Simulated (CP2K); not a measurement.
Consider sulfuric acid at its PBE geometry (Å).

```xyz
7

O    -0.8536    1.0472   -0.2344
S    -0.2126   -0.4032    0.0362
O     1.3644   -0.0693    0.1325
O    -0.4761   -1.1702   -1.1486
O    -0.5789   -0.8139    1.3573
H    -0.9729    1.4847    0.6335
H     1.7297   -0.0752   -0.7766
```

Method: CP2K XAS_TDP, all-electron GAPW, PBEh(45%), aug-cc-pVDZ, TDA, GW2X-corrected core level, no relativity.

Where do the O K-edge lines lie, and how strong are they?

Leading lines: O1 536.43 eV and O4 535.21 eV. The leading line of an atom is its first one with 35 % of the strongest within 2.5 eV of its lowest line over the strength cut. Core ionisation energies at this level: O1 540.71 and O4 538.75 eV.

The first six lines of each atom with a strength over 0.0015:

| atom | energy (eV) | states | strength, one atom | above the computed threshold |
| --- | --- | --- | --- | --- |
| O1 (bonded to S and H), 2 alike | 536.43 | 1 | 0.0284 |  |
|  | 536.97 | 1 | 0.0375 |  |
|  | 538.96 | 1 | 0.0059 |  |
|  | 539.46 | 1 | 0.0130 |  |
|  | 540.12 | 1 | 0.0092 |  |
|  | 541.14 | 1 | 0.0027 | yes |
| O4 (bonded to S), 2 alike | 535.21 | 1 | 0.0291 |  |
|  | 536.36 | 1 | 0.0240 |  |
|  | 536.77 | 1 | 0.0240 |  |
|  | 537.05 | 1 | 0.0112 |  |
|  | 537.83 | 1 | 0.0029 |  |
|  | 538.32 | 1 | 0.0034 |  |

Lines are vertical, at one geometry, with no vibrational structure. GW2X ionisation energies and lines can be off by 1 to 2 eV either way, and a good line position may hide errors that cancel. These values hold no scalar relativity, about 0.4 eV for O 1s. Rydberg lines, and the discretised continuum above threshold, depend on the basis and the box.

[Banner, clock and machine lines of the logs are left out without a mark of their own.]

[Logs are printed without paths, hosts, clocks, repeated set-up lines and the standing remarks that a program may print on its own settings, such as how far it seeks lower states.]

[Hosts, paths, dates, database ids (printed as entryN), source tags and the programs' standing remarks are cut or masked in the printed files.]
